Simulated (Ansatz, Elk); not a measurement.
# Na3Sr: X-ray structure factors from the self-consistent density

The structure of Na3Sr used here is made up (a known structure type with other elements) and was relaxed beforehand with PBE. The aim is the Fourier transform of its all-electron density, F(hkl), set beside the sum over free spherical atoms that refinements use.

Main program and level: Elk 11.2.3 (patched build); DFT, PBE, all-electron APW+lo, Dirac cores, scalar-relativistic bands, static density, no spin.

This account leaves out most program logs.

The structure was built from a prototype and need not be the compound's stable phase.

### Step 1. The structure

Symmetry: P6_3/mmc, No. 194, hexagonal system. Conventional cell: a = 7.882 Å, b = 7.882 Å, c = 6.244 Å, α = 90.00°, β = 90.00°, γ = 120.00°. Sr has 12 Na at 3.93 to 3.94 Å nearest. Nearest to Na lie 8 Na at 3.74 to 4.14 Å and 4 Sr at 3.93 to 3.94 Å. Farther neighbours are not listed.

### Step 2. Ground state and structure factors

An all-electron density is needed, since X-rays see the cores too. Task 0 finds the density and task 195 Fourier-transforms it; tshift is off so that phases refer to the origin typed.

elk.in

```
tasks
  0
  195

xctype
  20

spinpol
  .false.

rgkmax
  7.0

gmaxvr
  14.0

lmaxo
  7

lmaxapw
  8

swidth
  0.002

tshift
  .false.

ramdisk
  .false.

hmaxvr
  5.5

maxscl
  120

epspot
  1e-06

sppath
  './'

avec
  14.89401607856 -0.00000000000 0.00000000000
  -7.44700803928 12.89859628841 0.00000000000
  0.00000000000 0.00000000000 11.80004220907

atoms
  2
  'Sr.in'
  2
  0.3333333333 0.6666666667 0.7500000000   0.000000 0.000000 0.000000
  0.6666666667 0.3333333333 0.2500000000   0.000000 0.000000 0.000000
  'Na.in'
  6
  0.1582575367 0.3165150734 0.2500000000   0.000000 0.000000 0.000000
  0.1582575367 0.8417424633 0.2500000000   0.000000 0.000000 0.000000
  0.6834849266 0.8417424633 0.2500000000   0.000000 0.000000 0.000000
  0.8417424633 0.6834849266 0.7500000000   0.000000 0.000000 0.000000
  0.8417424633 0.1582575367 0.7500000000   0.000000 0.000000 0.000000
  0.3165150734 0.1582575367 0.7500000000   0.000000 0.000000 0.000000

ngridk
  4 4 4
```

Started as:

```console
OMP_NUM_THREADS=4 elk
```

It took 67 s on 4 threads of AMD EPYC 7B13 (Zen 3), shared host; peak memory 0.53 GiB.

SFACRHO.OUT:

```text

h k l indices transformed by vhmat matrix:
   1.000000000       0.000000000       0.000000000    
   0.000000000       1.000000000       0.000000000    
   0.000000000       0.000000000       1.000000000    

      h      k      l  multipl.   |H|            Re(F)            Im(F)           |F|

      0      0      0      1   0.0000000       142.00000      0.16485381E-15   142.00000    
      1     -1      0      6  0.48712163      -21.826743     -0.78649883E-14   21.826743    
      0      0      1      2  0.53247143      0.65087924E-14 -0.19662471E-14  0.67993019E-14
      1      0      1      6  0.72167396       44.306769     -0.98312354E-15   44.306769    
     -1      0      1      6  0.72167396      -44.306769      0.49156177E-14   44.306769    
      1     -2      0      6  0.84371942       48.131853     -0.23456364E-14   48.131853    
      2      0      0      6  0.97424327      -59.105636      0.58987412E-14   59.105636    
     -2      1      1     12  0.99769148      0.40056944E-07  0.98312354E-15  0.40056944E-07
      0      0     -2      2   1.0649429      -116.48269      0.15572091E-15   116.48269    
      2      0     -1      6   1.1102593       99.416828     -0.49156177E-14   99.416828    
      2     -2     -1      6   1.1102593      -99.416828      0.29493706E-14   99.416828    
      1      0     -2      6   1.1710639       19.296111      0.98312354E-15   19.296111    
      1     -1     -2      6   1.1710639       19.296111     -0.98312354E-15   19.296111    
     -1      3      0     12   1.2888027      -28.119582     -0.13763730E-13   28.119582    
      1      1      2     12   1.3586632      -43.677236     -0.56529603E-14   43.677236    
      2      1      1     12   1.3944670       33.972653      0.22120280E-13   33.972653    
      3     -2      1     12   1.3944670      -33.972653      0.20645594E-13   33.972653    
     -2      0      2      6   1.4433479       53.199829      0.98312354E-15   53.199829
```

Elk indexes on the primitive cell of elk.in and gives |H| = 4π sin θ/λ in inverse bohr. Below, one row stands for each form hkl of the conventional cell (m members, Friedel mates merged), F is for one primitive cell and the density is static (no thermal factor). Free-atom factors are Waasmaier and Kirfel's, and R is Σm||F|−|F'||/Σm|F|.

| hkl | m | sin θ/λ (Å⁻¹) | abs F, DFT | neutral atoms | diff. |
| --- | --- | --- | --- | --- | --- |
| 100 | 6 | 0.073 | 21.827 | 21.795 | +0.032 |
| 001 | 2 | 0.080 | 0.000 | 0.000 | +0.000 |
| 101 | 12 | 0.108 | 44.307 | 44.283 | +0.024 |
| 110 | 6 | 0.127 | 48.132 | 48.158 | -0.026 |
| 200 | 6 | 0.146 | 59.106 | 59.203 | -0.098 |
| 111 | 12 | 0.150 | 0.000 | 0.000 | +0.000 |
| 002 | 2 | 0.160 | 116.483 | 116.743 | -0.260 |
| 201 | 12 | 0.167 | 99.417 | 99.613 | -0.196 |
| 102 | 12 | 0.176 | 19.296 | 19.169 | +0.127 |
| 210 | 12 | 0.194 | 28.120 | 28.060 | +0.060 |
| 112 | 12 | 0.204 | 43.677 | 43.487 | +0.190 |
| 211 | 24 | 0.210 | 33.973 | 33.798 | +0.175 |
| 202 | 12 | 0.217 | 53.200 | 53.284 | -0.084 |
| 300 | 6 | 0.220 | 41.953 | 41.784 | +0.169 |

### Step 3. The highest occupied states alone

An energy window below the Fermi level keeps the highest occupied states, to see at which angles they scatter; shallow core shells can lie inside it and anion s states outside. No new self-consistency is needed.

elk.in, as its differences from that of step 2:

```diff
@@ -1,3 +1,2 @@
 tasks
-  0
   195
@@ -40,2 +39,5 @@
 
+wsfac
+  -0.317420 0.350070
+
 sppath
```

Started as:

```console
OMP_NUM_THREADS=4 elk
```

Elapsed: 28 s, on 4 threads; peak memory 0.3 GiB.

States within 10 eV below the Fermi level hold 10.00 electrons; any levels below the window count with the cores. Their amplitudes can exceed the total, where window and core parts have opposite phase:

```
hkl  sin θ/λ (Å⁻¹)  abs F, window  abs F, all
100          0.073          0.180      21.827
001          0.080          0.000       0.000
101          0.108          0.065      44.307
110          0.127          0.162      48.132
200          0.146          0.056      59.106
111          0.150          0.000       0.000
002          0.160          0.301     116.483
201          0.167          0.254      99.417
102          0.176          0.047      19.296
210          0.194          0.014      28.120
```

### Step 4. Another functional

The difference from free atoms is small, so it is set against the change that PBEsol makes.

elk.in, as its differences from that of step 3:

```diff
@@ -1,2 +1,3 @@
 tasks
+  0
   195
@@ -4,3 +5,3 @@
 xctype
-  20
+  22
 
@@ -39,5 +40,2 @@
 
-wsfac
-  -0.317420 0.350070
-
 sppath
```

Started as:

```console
OMP_NUM_THREADS=4 elk
```

Wall time 65 s (4 threads); peak memory 0.56 GiB.

Against the first run R = 0.03 %; the largest change is -0.040 at 226.

### Step 5. Basis size

A smaller basis shows how fast F responds to it; the change is likely larger than the basis error of the first run, but doesn't show convergence.

elk.in, as its differences from that of step 4:

```diff
@@ -5,3 +5,3 @@
 xctype
-  22
+  20
 
@@ -11,3 +11,3 @@
 rgkmax
-  7.0
+  5.5
```

Started as:

```console
OMP_NUM_THREADS=4 elk
```

Wall time 49 s (4 threads); peak memory 0.39 GiB.

Against the first run R = 0.02 %; the largest change is +0.037 at 224.

### Step 6. Settings against the effect

```
          run  R against the first run (%)  R against neutral atoms, low angle (%)  wall time
PBE, rgkmax 7                         0.00                                    0.24       67 s
       PBEsol                         0.03                                    0.25       65 s
   rgkmax 5.5                         0.02                                    0.24       49 s
```

### Step 7. What came out

- R against neutral atoms, sin θ/λ < 0.3 Å⁻¹: 0.24 %
- R against neutral atoms, 0.3 to 0.59 Å⁻¹: 0.16 %

In words: Independent neutral atoms miss the calculated amplitudes by R = 0.24 % below 0.3 Å⁻¹ and 0.16 % from there to 0.59 Å⁻¹; by shells, 0.09 % below 0.15 Å⁻¹ (4 forms), 0.26 % 0.15 to 0.3 (17 forms), 0.13 % 0.3 to 0.45 (43 forms), 0.19 % above 0.45 (69 forms). Bonding, aspherical density and the tables' own atoms all enter these figures, and the runs don't part them. The largest change of an amplitude is -0.26 electrons, at 002. The window's part falls from 10.0 electrons at the origin to at most 0.10 between 0.45 and 0.59 Å⁻¹. Below 0.3 Å⁻¹ the changes that finished (PBEsol and rgkmax 5.5) move F by R = 0.02 % at most, against the 0.24 % that separates it from free atoms. The k-mesh has no finished test. Part of the difference isn't bonding: the tables are fits to free atoms and ions calculated by other methods than this functional. Thermal motion, anomalous dispersion and extinction are left out.

[Logs are printed without paths, hosts, clocks, repeated set-up lines and the standing remarks that a program may print on its own settings, such as how far it seeks lower states.]

[Hosts, paths, dates, database ids (printed as entryN), source tags and the programs' standing remarks are cut or masked in the printed files.]
